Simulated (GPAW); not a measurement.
**Optical response of LiGeN**

Aim: the dielectric function of LiGeN, and the optical constants that follow from it.

Program: GPAW 26.7.0. Level of theory: DFT, LDA, plane-wave PAW (GPAW data sets), scalar-relativistic, RPA, optical limit. Results are calculated unless marked as measured.

## (1) The starting structure

It takes space group P6_3mc (No. 186, hexagonal). The conventional cell has a = 3.012 Å, b = 3.012 Å, c = 9.419 Å, α = 90.00°, β = 90.00°, γ = 120.00°. Ge has 3 N at 2.00 Å nearest. Nearest to N lie 3 Ge at 2.00 Å and 3 Li at 2.18 Å. Li has 3 N at 2.18 Å nearest. Farther neighbours and most contacts between anions are not listed.

## (2) Ground state

The self-consistent density comes first; it also tells whether there is a gap, which decides the occupations and the need for a Drude term.

This step: DFT, LDA, plane-wave PAW (GPAW data sets), scalar-relativistic, ground state (GPAW 26.7.0).

File gs.py:

```python
from ase import Atoms
from ase.dft.bandgap import bandgap
from gpaw import GPAW, PW, FermiDirac

atoms = Atoms(['Ge', 'Ge', 'N', 'N', 'Li', 'Li'],
              cell=[[3.012408535488, -0.000000000029, 0.000000000000],
                    [-1.506204267719, 2.608822318324, 0.000000000000],
                    [0.000000000000, 0.000000000000, 9.419459000000]],
              scaled_positions=[[0.000000000000, 0.000000000000, 0.998023000000],
                                [0.000000000000, 0.000000000000, 0.498023000000],
                                [0.666666666667, 0.333333333333, 0.103223000000],
                                [0.333333333333, 0.666666666667, 0.603223000000],
                                [0.333333333333, 0.666666666667, 0.243392000000],
                                [0.666666666667, 0.333333333333, 0.743392000000]],
              pbc=[True, True, True])
atoms.calc = GPAW(mode=PW(450), xc='LDA', kpts={'size': (9, 9, 3), 'gamma': True},
                  occupations=FermiDirac(0.05), maxiter=150, txt='gs.txt')
print('energy (eV)', atoms.get_potential_energy())
print('Fermi level (eV)', atoms.calc.get_fermi_level())
print('valence electrons', atoms.calc.get_number_of_electrons())
print('gap (eV)', bandgap(atoms.calc, output=None)[0])
print('direct gap (eV)', bandgap(atoms.calc, direct=True, output=None)[0])
atoms.calc.write('gs.gpw')
```

Command:

```console
> OMP_NUM_THREADS=1 python gs.py
```

Numbers of over 12 decimals in the logs are rounded to 6 here.

The program printed:

```text
__  _  _
 | _ |_)|_||  |
 |__||  | ||/\| - 26.7.0

Versions:
  Python: 3.12.14
  ASE:    3.29.0
  Numpy:  2.5.5
  Scipy:  1.18.1
  Libxc:  7.0.0

Input parameters:
  mode=PW(ecut=450.000000),
  kpts=MonkhorstPack(size=(9, 9, 3), gamma=True),
  maxiter=150,
  occupations=Occupations(name='fermi-dirac', width=0.05, fixmagmom=False),
  xc=XC(name='LDA')

Diagonalizing LCAO Hamiltonian
Converting LCAO to pw mode

       Ge

            Li
         N

       Ge
         Li

            N

Atoms  # Å, Bohr magnetons
|   | symbol |        x |        y |        z |    initial magnetic moments |
| 0 |     Ge | 0.000000 | 0.000000 | 9.400837 | ( 0.0000,  0.0000,  0.0000) |
| 1 |     Ge | 0.000000 | 0.000000 | 4.691107 | ( 0.0000,  0.0000,  0.0000) |
| 2 |      N | 1.506204 | 0.869607 | 0.972305 | ( 0.0000,  0.0000,  0.0000) |
| 3 |      N | 0.000000 | 1.739215 | 5.682034 | ( 0.0000,  0.0000,  0.0000) |
| 4 |     Li | 0.000000 | 1.739215 | 2.292621 | ( 0.0000,  0.0000,  0.0000) |
| 5 |     Li | 1.506204 | 0.869607 | 7.002350 | ( 0.0000,  0.0000,  0.0000) |

Unit cell  # Å
| periodic |         x |         y |        z |  lengths |     angles |
|      yes |  3.012409 | -0.000000 | 0.000000 | 3.012409 |  90.000000 |
|      yes | -1.506204 |  2.608822 | 0.000000 | 3.012409 |  90.000000 |
|      yes |  0.000000 |  0.000000 | 9.419459 | 9.419459 | 120.000000 |

Number of symmetries: 6
Symmetry operations  # r_c * U_cc + t_c -> r_c
|   | kind |            matrix            |
| 0 |  σ   |  1, 1, 0,  0,-1, 0,  0, 0, 1 |
| 1 |  E   |  1, 0, 0,  0, 1, 0,  0, 0, 1 |
| 2 |  C3  |  0, 1, 0, -1,-1, 0,  0, 0, 1 |
| 3 |  σ   |  0,-1, 0, -1, 0, 0,  0, 0, 1 |
| 4 |  σ   | -1, 0, 0,  1, 1, 0,  0, 0, 1 |
| 5 |  C3  | -1,-1, 0,  1, 0, 0,  0, 0, 1 |

BZ-sampling:
  Number of BZ points: 243
  Number of IBZ points: 31

  Monkhorst-Pack size: [9, 9, 3]
  Monkhorst-Pack shift: [0, 0, 0]

K-points  # in reciprocal-cell coordinates
|     |                                coordinates |     weight |
|   0 | (  0.00000000,   0.00000000,   0.00000000) | 0.00411523 |
|   1 | (  0.00000000,   0.00000000,   0.33333333) | 0.00823045 |
|   2 | (  0.11111111,   0.00000000,  -0.33333333) | 0.02469136 |
|   3 | (  0.11111111,   0.00000000,   0.00000000) | 0.02469136 |
|   4 | (  0.11111111,   0.00000000,   0.33333333) | 0.02469136 |
|   5 | (  0.22222222,  -0.11111111,   0.00000000) | 0.02469136 |
|   6 | (  0.22222222,  -0.11111111,   0.33333333) | 0.04938272 |
|   7 | (  0.22222222,   0.00000000,  -0.33333333) | 0.02469136 |
|   8 | (  0.22222222,   0.00000000,   0.00000000) | 0.02469136 |
|   9 | (  0.22222222,   0.00000000,   0.33333333) | 0.02469136 |
| ... |                                            |            |
|  30 | (  0.44444444,   0.44444444,   0.33333333) | 0.04938272 |

Plane wave coefficients: 1616
Cutoff: 450.000000 eV

Spin-components: 1 (collinear spins)
Bands:           16
Projectors:      26
Spin-degeneracy: 2
Datatype:        complex128

Parallelization:
  kpt:    1
  domain: 1
  band:   1

Density:
  Valence electrons: 20.0
  Components: 1
  Grid points: [15 15 48]
  Charge: 0.0  # |e|

Potential:
  Grid points: [15 15 48]

species:
  Ge:
    name:    Germanium
    id:
    Z:       32.0
    valence: 4
    core:    28
    charge:  0.0  # [|e|]
    compensation charges:
      type: gauss
      rc: 0.32  # [Å]
      lmax: 2
    cutoffs:
      filter: 1.77  # [Å]
      core: 3.42  # [Å]
    projectors
    | kind |    occ | energy [eV] | rcut [Å] |
    |   4s |  2.000 |     -11.940 |    1.005 |
    |   4p |  2.000 |      -4.047 |    1.005 |
    |    s |        |      15.272 |    1.005 |
    |    p |        |      23.164 |    1.005 |
    |    d |        |       0.000 |    1.005 |

    Using partial waves for Ge as LCAO basis

  N:
    name:    Nitrogen
    id:
    Z:       7.0
    valence: 5
    core:    2
    charge:  0.0  # [|e|]
    compensation charges:
      type: gauss
      rc: 0.18  # [Å]
      lmax: 2
    cutoffs:
      filter: 1.11  # [Å]
      core: 0.96  # [Å]
    projectors
    | kind |    occ | energy [eV] | rcut [Å] |
    |   2s |  2.000 |     -18.420 |    0.603 |
    |   2p |  3.000 |      -7.237 |    0.529 |
    |    s |        |       8.791 |    0.603 |
    |    p |        |      19.974 |    0.529 |
    |    d |        |       0.000 |    0.577 |

    Using partial waves for N as LCAO basis

  Li:
    name:    Lithium
    id:
    Z:       3.0
    valence: 1
    core:    2
    charge:  0.0  # [|e|]
    compensation charges:
      type: gauss
      rc: 0.33  # [Å]
      lmax: 2
    cutoffs:
      filter: 1.91  # [Å]
      core: 2.55  # [Å]
    projectors
    | kind |    occ | energy [eV] | rcut [Å] |
    |   2s |  1.000 |      -2.874 |    1.058 |
    |   2p |  0.000 |      -1.126 |    1.058 |
    |    s |        |      24.338 |    1.058 |

    Using partial waves for Li as LCAO basis

Reference energy: -117376.601907  # eV

eigensolver:
  PPCG
  Converge bands: occupied
  niter=2

density mixing:
  MSR1-Mixer
  Pratt-step length: 0.05
  Maximum mixing coefficient: 0.75
  Old densities: 10
  SVD Regularization: 0.005
  Good broyden scale: 1.0
  Trust region scale: 1.0
  Backstep threshold: 4.0
  History deletion threshold: 6.0
  Fourier metric: weight=20.0, sigma=0.015

occupation numbers:
  Fermi-Dirac:
    width: 0.0500  # eV

poisson solver:
  ecut: 3600.000000  # eV

xc functional:
  name: None

convergence criteria:
- Maximum [total energy] change in last 3 cyles: 0.0005 eV / valence electron
- Maximum integral of absolute [dens]ity change: 0.0001 electrons / valence electron
- Maximum integral of absolute [eigenst]ate change: 4e-08 eV^2 / valence electron
maximum number of iterations: 150

SCF iterations
|iter     |      energy | eigst |  dens |
|iter:   1||  -35.822086 | -0.30 |       |
|iter:   2||  -34.988541 | -1.66 | -0.69 |
|iter:   3||  -33.038464 | -0.64 | -0.75 |
|iter:   4||  -32.987467 | -2.55 | -1.27 |
|iter:   5||  -32.969074 | -3.05 | -1.53 |
|iter:   6||  -32.968990 | -4.48 | -2.55 |
|iter:   7||  -32.968993c| -5.57 | -3.05 |
|iter:   8||  -32.968993c| -6.60 | -3.64 |
|iter:   9||  -32.968993c| -7.63c| -4.18c|

Converged in 9 steps
SCF loop duration: 8.908 s (0.990 s/step)
Energy contributions relative to reference atoms: (reference = -117376.601907)

Energy contributions:
  Kinetic:          32.556297
  Coulomb:         -27.226643
  Zero:             -0.137059
  External:          0.000000
  Xc:              -38.161588
  Entropy:          -0.000000
  Spinorbit:         0.000000
  ----------------------------
  Free energy:     -32.968993
  Extrapolated:    -32.968993

dipole moment: (-9.867163, -17.090428, 29.239187)  # |e|*Ang

Fermi level: 6.020
Eigenvalues  # (at kpt = [0.000, 0.000, 0.000])
| band index |      eig [eV] | occ [0-2] |
|          0 |       -11.369 |     2.000 |
|        ... |               |           |
|          2 |        -2.496 |     2.000 |
|          3 |        -1.813 |     2.000 |
|          4 |         2.803 |     2.000 |
|          5 |         4.083 |     2.000 |
|          6 |         4.083 |     2.000 |
|          7 |         4.094 |     2.000 |
|          8 |         4.095 |     2.000 |
|          9 |         4.943 |     2.000 |
|         10 |         7.647 |     0.000 |
|         11 |         8.556 |     0.000 |
|         12 |        12.247 |     0.000 |
|         13 |        12.734 |     0.000 |
|         14 |        13.253 |     0.000 |
|         15 |        13.253 |     0.000 |

Gap: 1.528 eV
Transition (v -> c):
  (s=0, k=8, n=9, [0.22, 0.00, 0.00]) -> (s=0, k=24, n=10, [0.44, 0.00, 0.00])
Direct/indirect transitions are different
Direct gap: 2.354 eV
Transition at: (s=0, k=24, n=9, [0.44, 0.00, 0.00])

--- standard output ---
energy (eV) -32.968993
Fermi level (eV) 6.020104
valence electrons 20.0
gap (eV) 1.527970
direct gap (eV) 2.353505
```

Wall time 10 s (1 thread of Arm Neoverse V2, shared host); peak memory 0.16 GiB.

Read-outs, printed or worked out from the files:

| Quantity | Value |
| --- | --- |
| energy | -32.97 eV |
| Fermi energy | 6.020 eV |
| gap on the k-mesh | 1.528 eV |
| direct gap on the mesh | 2.354 eV |
| electrons | 20 |

There is a gap, 1.53 eV on this mesh (points off the mesh can give less), so no carriers' term is needed.

## (3) Bands for the response

The response needs many more empty bands than the density does.

This step: DFT, LDA, plane-wave PAW (GPAW data sets), scalar-relativistic, bands at fixed density (GPAW 26.7.0).

File nscf.py:

```python
from ase.dft.bandgap import bandgap
from gpaw import GPAW, FermiDirac

calc = GPAW('gs.gpw').fixed_density(kpts={'size': (10, 10, 4), 'gamma': True}, nbands=42, convergence={'bands': 36},
                                    occupations=FermiDirac(0.001), txt='nscf.txt')
print('gap (eV)', bandgap(calc, output=None)[0])
print('direct gap (eV)', bandgap(calc, direct=True, output=None)[0])
print('top band over the Fermi level (eV)', min(calc.get_eigenvalues(kpt=k)[35] for k in range(len(calc.get_ibz_k_points()))) - calc.get_fermi_level())
calc.write('full.gpw', mode='all')
```

Command:

```console
> OMP_NUM_THREADS=1 python nscf.py
```

The program printed:

```text
Diagonalizing LCAO Hamiltonian
Converting LCAO to pw mode
convergence criteria:
- Maximum integral of absolute [eigenst]ate change: 4e-08 eV^2 / valence electron
maximum number of iterations: 150

SCF iterations
|iter     |      energy | eigst |  dens |
|iter:   1||             | +3.06 |       |
|iter:   2||             | +1.72 |       |
|iter:   3||             | +0.74 |       |
|iter:   4||             | -0.35 |       |
|iter:   5||             | -1.32 |       |
|iter:   6||             | -2.23 |       |
|iter:   7||             | -3.19 |       |
|iter:   8||             | -4.08 |       |
|iter:   9||             | -5.05 |       |
|iter:  10||             | -5.97 |       |
|iter:  11||             | -6.89 |       |
|iter:  12||             | -7.40c|       |
SCF steps: 12
  __  _  _
 | _ |_)|_||  |
 |__||  | ||/\| - 26.7.0

Versions:
  Python: 3.12.14
  ASE:    3.29.0
  Numpy:  2.5.5
  Scipy:  1.18.1
  Libxc:  7.0.0

Input parameters:
  mode=PW(ecut=450.000000),
  convergence={'bands': 36},
  gpts=array([15, 15, 48]),
  kpts=MonkhorstPack(size=(10, 10, 4), gamma=True),
  maxiter=150,
  nbands=42,
  occupations=Occupations(name='fermi-dirac', width=0.001, fixmagmom=False),
  parallel={},
  xc=XC(name='LDA')

--- standard output ---
gap (eV) 1.360396
direct gap (eV) 2.404405
top band over the Fermi level (eV) 18.382139
```

It took 52 s on 1 thread; peak memory 0.22 GiB.

Numbers from this step:

| Property | Result |
| --- | --- |
| gap on the k-mesh | 1.360 eV |
| direct gap on the mesh | 2.404 eV |

## (4) Dielectric function, RPA

Transitions between filled and empty bands, summed over the zone, give the optical response, so mesh, band count and broadening shape it.

The induced potential is part of this response.

This step: DFT, LDA, plane-wave PAW (GPAW data sets), scalar-relativistic, RPA, optical limit (GPAW 26.7.0).

File df.py:

```python
from gpaw.response.df import DielectricFunction

df = DielectricFunction('full.gpw', frequencies={'type': 'nonlinear', 'domega0': 0.03, 'omega2': 8},
                        ecut=30,
                        eta=0.2,
                        nbands=36,
                        txt='df.txt')
for direction in ['x', 'z']:
    df.get_dielectric_function(xc='RPA', direction=direction, filename=f'df_{direction}.csv')
```

Command:

```console
> OMP_NUM_THREADS=1 python df.py
```

The program printed:

```text
Using integrator: PointIntegrator
NonLinearFrequencyDescriptor(from 0.000 to 41.107 eV, 439 points)
Nonperiodic BCs:  [False False False]
Using integrator: PointIntegrator
NonLinearFrequencyDescriptor(from 0.000 to 41.107 eV, 439 points)
Nonperiodic BCs:  [False False False]

Calculating chi0 body with:
    Ground state adapter containing:
    Number of spins: 1
    Number of kpoints: 400
    Number of irreducible kpoints: 50
    Number of completely occupied states: 10
    Number of partially occupied states: 10

    Linear response parametrization:
    q_c: [0.0, 0.0, 0.0]
    Number of frequency points: 439
    Planewave cutoff: 30.0
    Number of bands: 36
    Number of planewaves: 39
    Broadening (eta): 0.2

Integrating chi0 body.

Symmetries of q_c:
    Direct symmetries (Uq -> q): 6
    Indirect symmetries (TUq -> q): 6
In total 12 allowed symmetries.

50 groups of equivalent kpoints. 87.5% reduction.

Integral kind: spectral function

Calculating chi0 optical extensions with:
    Ground state adapter containing:
    Number of spins: 1
    Number of kpoints: 400
    Number of irreducible kpoints: 50
    Number of completely occupied states: 10
    Number of partially occupied states: 10

    Linear response parametrization:
    Number of frequency points: 439
    Planewave cutoff: 30.0
    Number of bands: 36
    Number of planewaves: 39
    Broadening (eta): 0.2
Integrating chi0 head and wings.

Symmetries of q_c:
    Direct symmetries (Uq -> q): 6
    Indirect symmetries (TUq -> q): 6
In total 12 allowed symmetries.

50 groups of equivalent kpoints. 87.5% reduction.

Integral kind: spectral function wings
```

Run time: 6.6 s. Hardware: 1 thread; peak memory 0.24 GiB.

This step gave:

| Item | Value |
| --- | --- |
| electronic dielectric constant ε∞, mean over x, y and z (by symmetry where fewer were run) | 7.698 |

Sum at mesh points, not converged in k; values under the direct gap are tails of Lorentzian lines. Im ε against photon energy; read off at these points:

```tsv
photon energy (eV)	E ∥ x	E ∥ z
0.00	0	0
0.50	0.0946	0.0534
1.00	0.220	0.123
1.50	0.445	0.242
2.00	1.09	0.560
2.50	5.07	2.23
3.00	8.39	5.44
3.22	10.2	6.95
3.50	11.4	6.46
4.00	7.22	4.84
4.50	7.08	3.45
5.00	7.20	3.53
5.50	9.51	4.59
5.66	9.69	4.97
6.00	8.94	5.70
6.50	6.58	3.71
7.00	5.20	3.81
7.50	5.10	3.93
8.00	5.36	4.71
8.50	4.52	4.65
9.00	4.09	4.24
9.50	4.68	2.85
10.00	3.24	2.28
10.50	2.32	2.01
11.00	2.20	2.27
11.50	1.60	2.28
12.00	1.34	1.80
12.50	1.42	1.13
13.00	1.18	1.02
13.50	0.971	0.689
14.00	1.02	0.691
14.50	0.964	0.663
15.00	0.933	0.760
15.50	0.752	0.858
16.00	0.685	0.870
16.50	0.614	0.727
17.00	0.663	0.721
17.50	0.565	0.670
18.00	0.459	0.621
```

The reflectivity at normal incidence has structure finer than the step of the table below, so its rows give means over 0.5 eV, whole bins alone (the curve runs from 0 to 18.3 eV). Peaks (eV: height): E ∥ x 3.51: 38.6, 6.07: 40.2, 8.45: 36.2, 10.24: 46.1, 11.25: 45.1, 12.75: 38.5, 15.15: 35.5; E ∥ z 3.14: 30.4, 6.12: 27.6, 9.35: 34.9, 12.18: 35.9.

Sum at mesh points, not converged in k. The reflectivity at normal incidence by photon energy; means over each step:

```tsv
photon energy (eV)	E ∥ x (%)	E ∥ z (%)
0.5	24.4	17.7
1.0	25.2	18.3
1.5	26.8	19.5
2.0	29.8	21.8
2.5	34.5	25.3
3.0	35.9	29.1
3.5	37.5	28.4
4.0	30.6	24.0
4.5	29.3	19.0
5.0	30.4	19.0
5.5	36.1	22.6
6.0	39.4	26.5
6.5	37.4	21.7
7.0	33.2	19.7
7.5	31.3	21.4
8.0	33.8	24.0
8.5	35.2	27.8
9.0	33.3	31.4
9.5	38.3	32.9
10.0	45.0	28.2
10.5	44.0	22.4
11.0	42.6	21.3
11.5	44.6	25.3
12.0	38.8	33.9
12.5	36.8	32.7
13.0	37.8	28.9
13.5	35.6	24.1
14.0	28.8	14.4
14.5	28.2	10.3
15.0	32.5	8.26
15.5	29.2	7.93
16.0	30.1	9.52
16.5	26.0	9.53
17.0	24.4	7.43
17.5	26.6	7.37
18.0	26.1	5.86
```

The loss function −Im 1/ε at q → 0 has structure finer than the step of the table below, so its rows give means over 0.5 eV, whole bins alone (the curve runs from 0 to 18.3 eV). Peaks (eV: height): E ∥ z 13.77: 1.53, 16.54: 1.21.

Sum at mesh points, not converged in k; values under the direct gap are tails of Lorentzian lines. Loss function −Im 1/ε at q → 0 against energy loss; means over each step:

```tsv
energy loss (eV)	E ∥ x	E ∥ z
0.5	0.00126	0.00149
1.0	0.00269	0.00319
1.5	0.00465	0.00554
2.0	0.00867	0.0104
2.5	0.0243	0.0271
3.0	0.0443	0.0535
3.5	0.0714	0.100
4.0	0.104	0.141
4.5	0.101	0.178
5.0	0.0938	0.125
5.5	0.0931	0.130
6.0	0.114	0.155
6.5	0.152	0.235
7.0	0.187	0.197
7.5	0.193	0.212
8.0	0.187	0.196
8.5	0.208	0.212
9.0	0.229	0.235
9.5	0.199	0.310
10.0	0.213	0.411
10.5	0.271	0.489
11.0	0.303	0.448
11.5	0.353	0.427
12.0	0.479	0.446
12.5	0.504	0.677
13.0	0.572	0.876
13.5	0.725	1.34
14.0	0.851	1.42
14.5	0.866	1.26
15.0	0.844	1.06
15.5	1.12	0.938
16.0	1.20	0.999
16.5	1.48	1.16
17.0	1.45	1.05
17.5	1.64	1.10
18.0	2.05	1.01
```

Sum at mesh points, not converged in k; values under the direct gap are tails of Lorentzian lines. Table of Im ε, E ∥ x by photon energy; read off at these points:

```tsv
photon energy (eV)	without local fields	with local fields
0.00	0	0
0.50	0.108	0.0946
1.00	0.253	0.220
1.50	0.519	0.445
2.00	1.31	1.09
2.50	6.30	5.07
3.00	10.2	8.39
3.38	12.5	11.1
3.50	12.0	11.4
4.00	6.97	7.22
4.50	7.14	7.08
5.00	7.54	7.20
5.50	10.3	9.51
5.66	10.6	9.69
6.00	9.75	8.94
6.50	7.15	6.58
7.00	5.74	5.20
7.50	5.60	5.10
8.00	5.98	5.36
8.50	4.83	4.52
9.00	4.37	4.09
9.50	4.69	4.68
10.00	3.10	3.24
10.50	2.20	2.32
11.00	2.07	2.20
11.50	1.54	1.60
12.00	1.33	1.34
12.50	1.31	1.42
13.00	1.07	1.18
13.50	0.906	0.971
14.00	0.993	1.02
14.50	0.891	0.964
15.00	0.768	0.933
15.50	0.684	0.752
16.00	0.582	0.685
16.50	0.539	0.614
17.00	0.573	0.663
17.50	0.483	0.565
18.00	0.386	0.459
```

Optical constants at common wavelengths, from n + ik = √ε:

```tsv
wavelength (nm)	n x	k x	R (%) x	1/α x	n z	k z	R (%) z	1/α z
1550	2.98	0.027	24.7	4.5 µm	2.47	0.019	18.0	6.7 µm
800	3.15	0.076	26.9	837 nm	2.59	0.050	19.6	1.3 µm
633	3.36	0.148	29.4	340 nm	2.72	0.094	21.5	534 nm
532	3.67	0.400	33.2	106 nm	2.92	0.238	24.3	178 nm
450	3.62	1.030	35.4	35 nm	3.03	0.565	26.8	63 nm
248	2.61	1.377	30.1	14 nm	2.19	0.805	19.1	25 nm
193	1.77	1.925	37.8	8.0 nm	1.60	1.258	23.3	12 nm
```

Below the direct gap, k and the depth come from the tails of the Lorentzian lines, not from transitions.

Rows near the edge hang on the gap, which this functional as a rule makes too small, and phonon-assisted absorption is left out.

## (5) Results

- electronic dielectric constant ε∞, mean over x, y and z (by symmetry where fewer were run) (RPA): 7.70

At this level (LDA, RPA) LiGeN has a mean ε∞ = 7.70 and n = 2.98 at 1550 nm (E ∥ x). On the mesh the gap is 1.36 eV and the least direct gap 2.40 eV, so on this mesh the band edges lie at different points. Local fields change the static value along x from 9.22 to 8.58 (-7 %). The static values by axis are 8.58 (x), 5.94 (z). Excitons and phonon-assisted transitions are missing; LDA gaps are as a rule too small, which pulls the onset down and ε∞ up. The curves end at 18 eV, about where the summed bands run out. The mesh misses the corner K of the hexagonal zone, so gaps read from it can be too wide where band edges lie there. The sum runs over mesh points 0.24 Å⁻¹ apart with no interpolation, so peaks are partly noise of the mesh and static values carry its error. Besides steps told in other documents, this task had 1 run with a known fault of program or setting; those not told in a step above aren't shown.

[Machine, clock and banner lines and Python warnings are left out of the logs.]

[Logs are printed without paths, hosts, clocks, repeated set-up lines and the standing remarks that a program may print on its own settings, such as how far it seeks lower states.]

[Hosts, paths, dates, database ids (printed as entryN), source tags and the programs' standing remarks are cut or masked in the printed files.]
